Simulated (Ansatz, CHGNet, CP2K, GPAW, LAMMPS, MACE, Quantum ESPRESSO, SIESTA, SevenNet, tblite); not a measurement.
## Liquid Al48Cu52 (at. %) at 1200 K (61 atoms): one structure in several programs

Wanted: errors and costs of other methods on liquid Al48Cu52 (at. %) at 1200 K (61 atoms). A plane-wave run serves as the reference.

Main program and level: Ansatz 0.2.0; Kohn-Sham DFT, PBE, PAW, plane waves.

In doubt: a PseudoDojo file used here is known to give poor structures and forces (SIESTA), which bears on pressures, cells, forces and phonons.

## 1. Starting point

The cell holds 61 atoms: 29 Al and 32 Cu. Its edges and angles: a = 9.888 Å, b = 9.888 Å, c = 9.888 Å, α = 90.0°, β = 90.0°, γ = 90.0°. 61 atoms (29 Al, 32 Cu) placed at random at 4.85 g/cm³, melted at 1800 K for 10 ps at fixed volume with the EAM Al-Cu potential (Cai and Ye, Phys. Rev. B 54, 8398 (1996)). Snapshot at the end of a hold of 10 ps at 1200 K and zero pressure.

## 2. The reference run

The PAW files are the set soft_2.

The input, input.yaml:

```yaml
crystal:
  lattice:
    - [9.88823, 0.0, 0.0]
    - [0.0, 9.88823, 0.0]
    - [0.0, 0.0, 9.88823]
  atoms:
    - { symbol: Al, position: [0.32497, 0.89123, 0.48824] }
    - { symbol: Al, position: [0.09827, 0.88673, 0.3705] }
    - { symbol: Al, position: [0.29542, 0.72106, 0.94084] }
    - { symbol: Al, position: [0.29704, 0.19238, 0.04728] }
    [... 51 atom lines left out ...]
    - { symbol: Cu, position: [0.1725, 0.78208, 0.69116] }
    - { symbol: Cu, position: [0.46052, 0.74923, 0.63803] }
    - { symbol: Cu, position: [0.53451, 0.21607, 0.70394] }
    - { symbol: Cu, position: [0.62407, 0.07393, 0.9144] }
    - { symbol: Cu, position: [0.53603, 0.68157, 0.05527] }
    - { symbol: Cu, position: [0.24947, 0.31302, 0.29179] }
kpoints:
  mp_grid: { grid: [1, 1, 1] }
hamiltonian:
  xc: pbe
scf:
  occupations: { method: fermi_dirac, width: 0.05 }
output:
  forces: true
  eigenvalues: true
  populations: true
  stress: true
```

Command:

```sh
$ ansatz run input.yaml --threads 8 --pin off --max-ram 15872MiB --backend cpu --events-out ev --progress --plain --runs-dir out
```

Numbers of over 12 decimals in the logs are rounded to 6 here.

Log:

```text
[...]
Pseudopotentials: kind: paw
Pseudopotential: Al, paw, valence charge 3, recommended cutoff 420 eV (normal), Al.paw.azcp
Pseudopotential: Cu, paw, valence charge 19, recommended cutoff 420 eV (normal), Cu.paw.azcp
[... 5 lines on functional and potentials left out ...]
Crystal: 61 atoms, lattice volume = 966.842 Å³
Basis set: ecut = 420 eV, 18949 PW (Γ), exchange–correlation on 144×144×144 points (8 copies of the dense FFT grid, shifted against one another)
Bands: 417, of which v1, the nominal top of the filled ones, is band 348 counted from 1 (347 counted from 0)
Symmetry: 1 space group operations
Space group: P1 (ITA 1), of the structure as read, at distance tolerance 9.9e-5 Å
k-points: 1
[... 5 lines on functional and potentials left out ...]
Initial density: superposition of atomic densities (neutral atoms: chi_scale 0, normalization atom), corrected by the library's trained network
Initial wavefunctions: pseudopotential atomic-orbital guess
[...]
SCF iter   1: F=—  HF=-227579.377896 eV  |F-HF|=—  |Δ(HF+E_count)|=         —  Δρ=9.02e-3  dr2=1.51e0  ethr=1.77e-3  ⟨swp⟩=6.0  Hψ=1618  notcnv=0  defer=9
preconditioner: auto → Resta (q_TF=auto, 2.582 Å⁻¹)  ε∞=15.8  [insulator: Δε(μ)=0.175 eV  Ē_g=6.510 eV  σ=0.050 eV  W_gap=0.58  n_scr=256 (ndim 8)  ℏωp=25.0 eV  f_vac=0.000  D(μ)=21.00/eV (n_scr^D=122)  ε∞_Penn≈15.8]
[...]
SCF iter   9: F=—  HF=-227579.143215 eV  |F-HF|=—  |Δ(HF+E_count)|=   2.94e-7  Δρ=8.80e-6  dr2=5.01e-7  ethr=3.37e-10  ⟨swp⟩=2.0  Hψ=715  notcnv=0  defer=45
SCF iter  10: F=-227579.143215 eV  HF=-227579.143215 eV  |F-HF|=4.74e-9  |Δ(HF+E_count)|=   7.21e-8  Δρ=1.67e-6  dr2=3.66e-8  ethr=1.44e-11  ⟨swp⟩=8.0  Hψ=2053  notcnv=0
SCF 1 converged in 10 iterations: F = -227579.143215 eV  dr2 = 3.66e-8
[...]
SCF converged after 10 iterations
Free energy (F): -227579.143215 eV
Harris-Foulkes:  -227579.143215 eV  (|F-HF|=4.74e-9)
Internal energy: -227578.932469 eV  (E = F + TS)
E sigma→0 (E₀):  -227579.037842 eV
Entropy (-TS):   -0.210747 eV (-3.455 meV/atom)
Fermi energy:    9.912568 eV
--- Per-component energies (eV) ---
[...]
Σ components = -227579.143215   (vs F -227579.143215, Δ=0.00e0)
--- Forces (eV/Å), atoms counted from 1 ---
  atom   1  Al     0.56791080     0.54540672     0.21048830
  atom   2  Al    -0.91065663     0.00419443     0.09425680
  atom   3  Al     0.20183449     0.69017001     0.14817010
  atom   4  Al    -0.47328618    -0.76441100     0.91654109
[...]
atom  61  Cu     1.16068340    -0.71131520    -0.01904942
  max |Σ_I F_I| component: 2.85e-5 eV/Å
--- Stress (GPa, compression-positive) ---
       -5.071700      -0.709159      -0.252399
       -0.709159      -2.036528       0.652914
       -0.252399       0.652914      -3.007919
  P = ⅓ Tr σ = -3.3720 GPa (-33.720 kbar)
--- Band table (eV) ---
  k-point 0: bands = ["-103.2186", "-103.1568", "-103.1425", "-103.1376", [... 401 levels ...], "15.1307", "15.1881", "15.2179", "15.2350", "15.3127", "15.3597", "15.4839", "15.5308", "15.6845", "15.6994", "15.8105", "15.8493"]
--- Löwdin populations: 61 sites ---
  site symbol       q [e]
     0     Al      3.4535
     1     Al      3.3841
     2     Al      3.3063
[...]
60     Cu     18.5144
  spilling = 0.006633 (of n_electrons = 695.000000)
```

It took 8.1 s on 8 threads of Arm Neoverse V2, shared host; peak memory 1.5 GiB.

In the SCF lines HF is the Harris–Foulkes energy and dr2 the Hartree energy of the density residual, in eV; the loop may stop once dr2 is under the threshold and the program's other checks hold. Hψ counts applications of the Hamiltonian.

The run gave:

- free energy: -227579.1432 eV
- free energy per atom: -3730.8056 eV/atom
- SCF cycles: 10
- pressure: -3.372 GPa
- r.m.s. force component: 0.7344 eV/Å
- longest force: 3.176 eV/Å
- Fermi energy: 9.913 eV
- levels partly filled by over 2 per cent: 5
- spilling of the projection: 0.006633

Neighbours are counted within 3.62 Å (Cu-Cu), 3.62 Å (Cu-Al), 3.60 Å (Al-Al).

Length of the force by element and coordination:

```
element  coordination  atoms  mean length of the force (eV/Å)  spread  least   most
     Al           all     29                             1.11   0.650  0.339   2.85
     Al            11      4                             1.81   0.969  0.631   2.85
     Al            12      7                             1.06   0.506  0.455   2.03
     Al            13     11                            0.785   0.329  0.339   1.47
     Al            14      7                             1.27   0.564  0.659   2.38
     Cu           all     32                             1.05   0.689  0.121   3.18
     Cu            10      1                             1.00       0   1.00   1.00
     Cu            11      4                             1.38   0.647  0.277   1.85
     Cu            12     12                             1.04   0.788  0.268   3.18
     Cu            13     12                            0.990   0.659  0.121   2.57
     Cu            14      1                            0.652       0  0.652  0.652
     Cu            15      1                            0.774       0  0.774  0.774
     Cu            16      1                             1.36       0   1.36   1.36
```

The levels nearest the highest filled one (over half full), pooled over k-points and spins:

| level less the highest filled one (eV) | occupation |
| --- | --- |
| -0.386 | 2.00 |
| -0.316 | 2.00 |
| -0.264 | 1.99 |
| -0.0716 | 1.76 |
| -0.0539 | 1.67 |
| 0 | 1.26 |
| 0.138 | 0.198 |
| 0.186 | 0.08 |
| 0.234 | 0.031 |
| 0.342 | 0.004 |
| 0.352 | 0.003 |
| 0.461 | 0 |

## 3. What was run beside it

The programs:
- CHGNet: machine-learned potential, published weights.
- CP2K 2026.2: Gaussian basis with GTH pseudopotentials and a plane-wave density; labels give functional, basis (MOLOPT sets; SR short-range, UZH the newer set with its own potentials), grid cutoff/relative cutoff and solver (OT: orbital transformation; TRS4, TC2, SIGN: linear-scaling purification with its sparsity filter), or its built-in tight binding.
- GPAW 26.7.0: PAW with atomic orbitals (LCAO), plane waves or a real-space grid of spacing h.
- MACE: machine-learned potential, published weights.
- Quantum ESPRESSO 7.5: plane waves; labels (QE) give functional, pseudopotential set and cutoffs of waves/density.
- SIESTA 5.4.2: numerical atomic orbitals, whose automatically made sets are far from complete, with PseudoDojo norm-conserving potentials that we converted to its format (checked against plane waves on the same files for H, C, O, Si, Ge and Ca alone); labels give functional, basis size, energy shift and mesh cutoff.
- SevenNet: machine-learned potential, published weights.
- tblite 0.8.0: extended tight binding, driven from Python.

All use the same cell and atoms; the electronic-structure runs use the same k-mesh, and an electronic temperature of 580 K (0.05 eV) where levels are smeared.

Differences are against the plane-wave reference, forces as r.m.s. over components; share is that over the reference's r.m.s. force, slope the least-squares factor from reference forces to these. Total energies of different programs have different zeros and aren't compared.

```csv
run,"Δ force, r.m.s. (meV/Å)",share (%),slope,Δ pressure (GPa),cores,CPU time,memory (GiB)
reference,-,-,-,-,8,59 s,1.5
CHGNet 0.3.0 potential,191,26.0,1.040,-1.93,1,3.3 s,0.93
"CP2K PBE+D3, DZVP-UZH, 800/50 Ry, diagonalisation",39.7,5.41,1.002,-2.99,4,15 min,7.0
"CP2K PBE, DZVP-UZH, 280/50 Ry, diagonalisation (coarse)",911,124,1.086,2.32,4,13 min,3.5
"CP2K PBE, DZVP-UZH, 800/50 Ry, diagonalisation",28.6,3.90,1.018,0.293,4,15 min,7.0
"CP2K PBE, SZV-MOLOPT-SR, 800/50 Ry, diagonalisation (coarse)",186,25.3,1.170,6.77,2,4.5 min,4.0
"GPAW LDA, LCAO dzp, h 0.2 Å",92.7,12.6,0.935,-,1,4.1 min,1.3
"GPAW PBE, LCAO dzp, h 0.2 Å",50.9,6.93,1.046,-,1,4.6 min,1.3
"GPAW PBE, LCAO dzp, h 0.2 Å, other mixer settings",51.0,6.95,1.045,-,1,5.9 min,1.2
"GPAW PBE, LCAO sz(dzp), h 0.2 Å (coarse)",217,29.6,1.076,-,1,63 s,0.97
"GPAW PBE, plane waves 550 eV",19.5,2.65,1.017,0.587,2,7.5 min,1.4
MACE MPA-0 medium potential,146,19.8,1.011,-0.316,1,6.8 s,0.85
"QE PBE, sssp-1.3.0-efficiency, 60/480 Ry",7.14,0.972,1.008,-0.041,4,12 min,3.4
"SIESTA PBE, DZ, shift 0.01 Ry, mesh 500 Ry (coarse)",264,35.9,1.169,1.71,2,5.8 min,1.7
"SIESTA PBE, DZP, shift 0.01 Ry, mesh 500 Ry",78.9,10.7,1.069,-1.30,2,16 min,2.7
"SIESTA PBE, DZP, shift 0.01 Ry, mesh 700 Ry",78.8,10.7,1.069,-1.30,4,22 min,4.0
"SIESTA PBE, SZP, shift 0.01 Ry, mesh 500 Ry (coarse)",173,23.5,1.125,0.137,2,12 min,2.4
"SIESTA PBE, TZP, shift 0.01 Ry, mesh 500 Ry",67.5,9.20,1.064,-1.43,4,22 min,3.6
SevenNet 0 potential,188,25.6,1.064,-2.46,1,6.7 s,0.75
tblite GFN1-xTB,587,80.0,0.904,19.3,1,6.1 s,0.13
```

Rows marked coarse were listed beforehand as settings not expected to be converged; some can still land near the reference.

Times of the machine-learned potentials are mostly Python's start and the loading of weights.

CPU time is summed over cores on a shared host, where runs went side by side, so it is rough. Symmetry, cutoffs, thresholds, outputs and thread counts weren't matched or tuned between programs; memory under MPI is the largest rank's times the ranks.

Runs without a result: CP2K GFN1-xTB, diagonalisation (not converged, the SCF not settling); tblite GFN2-xTB (not converged).

Mean charges by element (e), by run and scheme:

```csv
run,scheme,Al,Cu
"CP2K PBE+D3, DZVP-UZH, 800/50 Ry, diagonalisation",Mulliken,+0.29,-0.27
"CP2K PBE, DZVP-UZH, 800/50 Ry, diagonalisation",Mulliken,+0.29,-0.27
"SIESTA PBE, DZP, shift 0.01 Ry, mesh 500 Ry",Hirshfeld,-0.31,+0.28
"SIESTA PBE, DZP, shift 0.01 Ry, mesh 700 Ry",Hirshfeld,-0.31,+0.28
"SIESTA PBE, TZP, shift 0.01 Ry, mesh 500 Ry",Hirshfeld,-0.30,+0.27
tblite GFN1-xTB,Mulliken,+0.44,-0.39
```

Within one program, basis, potentials and functional, energies share a zero. Each run against its twin at the usual cutoff or grid and solver:

```csv
run,twin,Δ energy (meV/atom),"Δ force, r.m.s. (meV/Å)",CPU time over the twin's
"CP2K PBE, DZVP-UZH, 280/50 Ry, diagonalisation","DZVP-UZH, 800/50 Ry, diagonalisation",-35.1,911,0.85
"GPAW PBE, LCAO dzp, h 0.2 Å, other mixer settings","LCAO dzp, h 0.2 Å",-1.0e-4,3.71,1.3
"SIESTA PBE, DZP, shift 0.01 Ry, mesh 700 Ry","DZP, shift 0.01 Ry, mesh 500 Ry",0.0747,0.722,1.4 (this twin ran on 2 cores)
```

## 4. Results

```yaml
reference_r_m_s_force_component: 0.734 eV/Å
nearest_in_forces: QE PBE, sssp-1.3.0-efficiency, 60/480 Ry, 0.97 %
farthest_in_forces: CP2K PBE, DZVP-UZH, 280/50 Ry, diagonalisation (coarse), 124 %
cheapest_electronic_structure_run_beside_the_reference: tblite GFN1-xTB, 6.1 s of CPU time
```

PBE on plane waves or a grid with other potentials, cutoffs or grids, coarse settings apart, differs from the reference by 0.97 % (QE PBE, sssp-1.3.0-efficiency, 60/480 Ry) to 2.7 % (GPAW PBE, plane waves 550 eV) of the r.m.s. force; this holds the reference's own error, so differences of a few per cent don't tell which side is nearer the exact PBE result (QE's 60 Ry are 816 eV, against the reference's 420 eV). The PBE runs in local orbitals, coarse settings apart, differ by 3.9 % (CP2K PBE, DZVP-UZH, 800/50 Ry, diagonalisation) to 11 % (SIESTA PBE, DZP, shift 0.01 Ry, mesh 500 Ry); basis, grid and potentials can all enter. Tight binding differs by 80 % (tblite GFN1-xTB); it is another model, with fitted parameters of its own, and the xTB methods hold dispersion. Machine-learned potentials differ by 20 % (MACE MPA-0 medium potential) to 26 % (CHGNet 0.3.0 potential); they were trained on other programs' data. Rows with another functional or a dispersion term differ by 5.4 % (CP2K PBE+D3, DZVP-UZH, 800/50 Ry, diagonalisation) to 13 % (GPAW LDA, LCAO dzp, h 0.2 Å), which mixes the change of model with differences of basis and potentials. Runs with settings chosen to be coarse differ by 24 % (SIESTA PBE, SZP, shift 0.01 Ry, mesh 500 Ry) to 124 % (CP2K PBE, DZVP-UZH, 280/50 Ry, diagonalisation), their programs' other errors included. One electronic-structure run takes under half the reference's CPU time: tblite GFN1-xTB, at 80 % in 6.1 s against 59 s, too far off to be of use; its pressure misses by +19.3 GPa. CP2K PBE, SZV-MOLOPT-SR, 800/50 Ry, diagonalisation stiffens the forces by a factor of 1.17 while following their directions (correlation 0.987). In pressure, CP2K PBE, SZV-MOLOPT-SR, 800/50 Ry, diagonalisation misses by +6.8 GPa, at the same functional. Charges hang on model, scheme and program or settings: among these rows the mean for Al runs from -0.31 to +0.44 e, even in sign. In the reference: 5 levels are partly filled, by over 2 % (at Γ alone), as in a metal. Periodic xTB results under one method name differ between programs and library versions. The potentials hold different valence shells: 695 electrons in the reference, 439 in CP2K with SZV-MOLOPT-SR, 439 in GPAW and 439 in Quantum ESPRESSO with SSSP; this bears on time and differences. A potential file of the SIESTA runs is in doubt, which bears on their forces and pressure. The frame stands for 1200 K, but pressures are static and levels are smeared at 580 K, under the temperature of the frame, which matters where levels are partly filled. The electron count is odd in these runs, and they have no spin polarisation, so the unpaired electron is spread evenly over both spins. Machine-learned potentials mimic data converged in k, so the reference's own k-point error enters their differences. The network of bonds at the start is that of the classical potential that made the cell, and needn't be the one that DFT or experiment would give. The reference's stress is far from hydrostatic: its diagonal is -5.1, -2.0, -3.0 GPa, compression counted positive. The electron count is odd and the run has no spin polarisation, so levels at the top are partly filled by construction. The electronic-structure runs sample only Γ, in a cell whose shortest periodic width is 10 Å, which is coarse for a cell with partly filled levels.

[Also dropped from logs without a mark: logging warnings of Python, and SIESTA's first energy breakdown and zero terms.]

[Logs are printed without paths, hosts, clocks, repeated set-up lines and the standing remarks that a program may print on its own settings, such as how far it seeks lower states.]

[Hosts, paths, dates, database ids (printed as entryN), source tags and the programs' standing remarks are cut or masked in the printed files.]
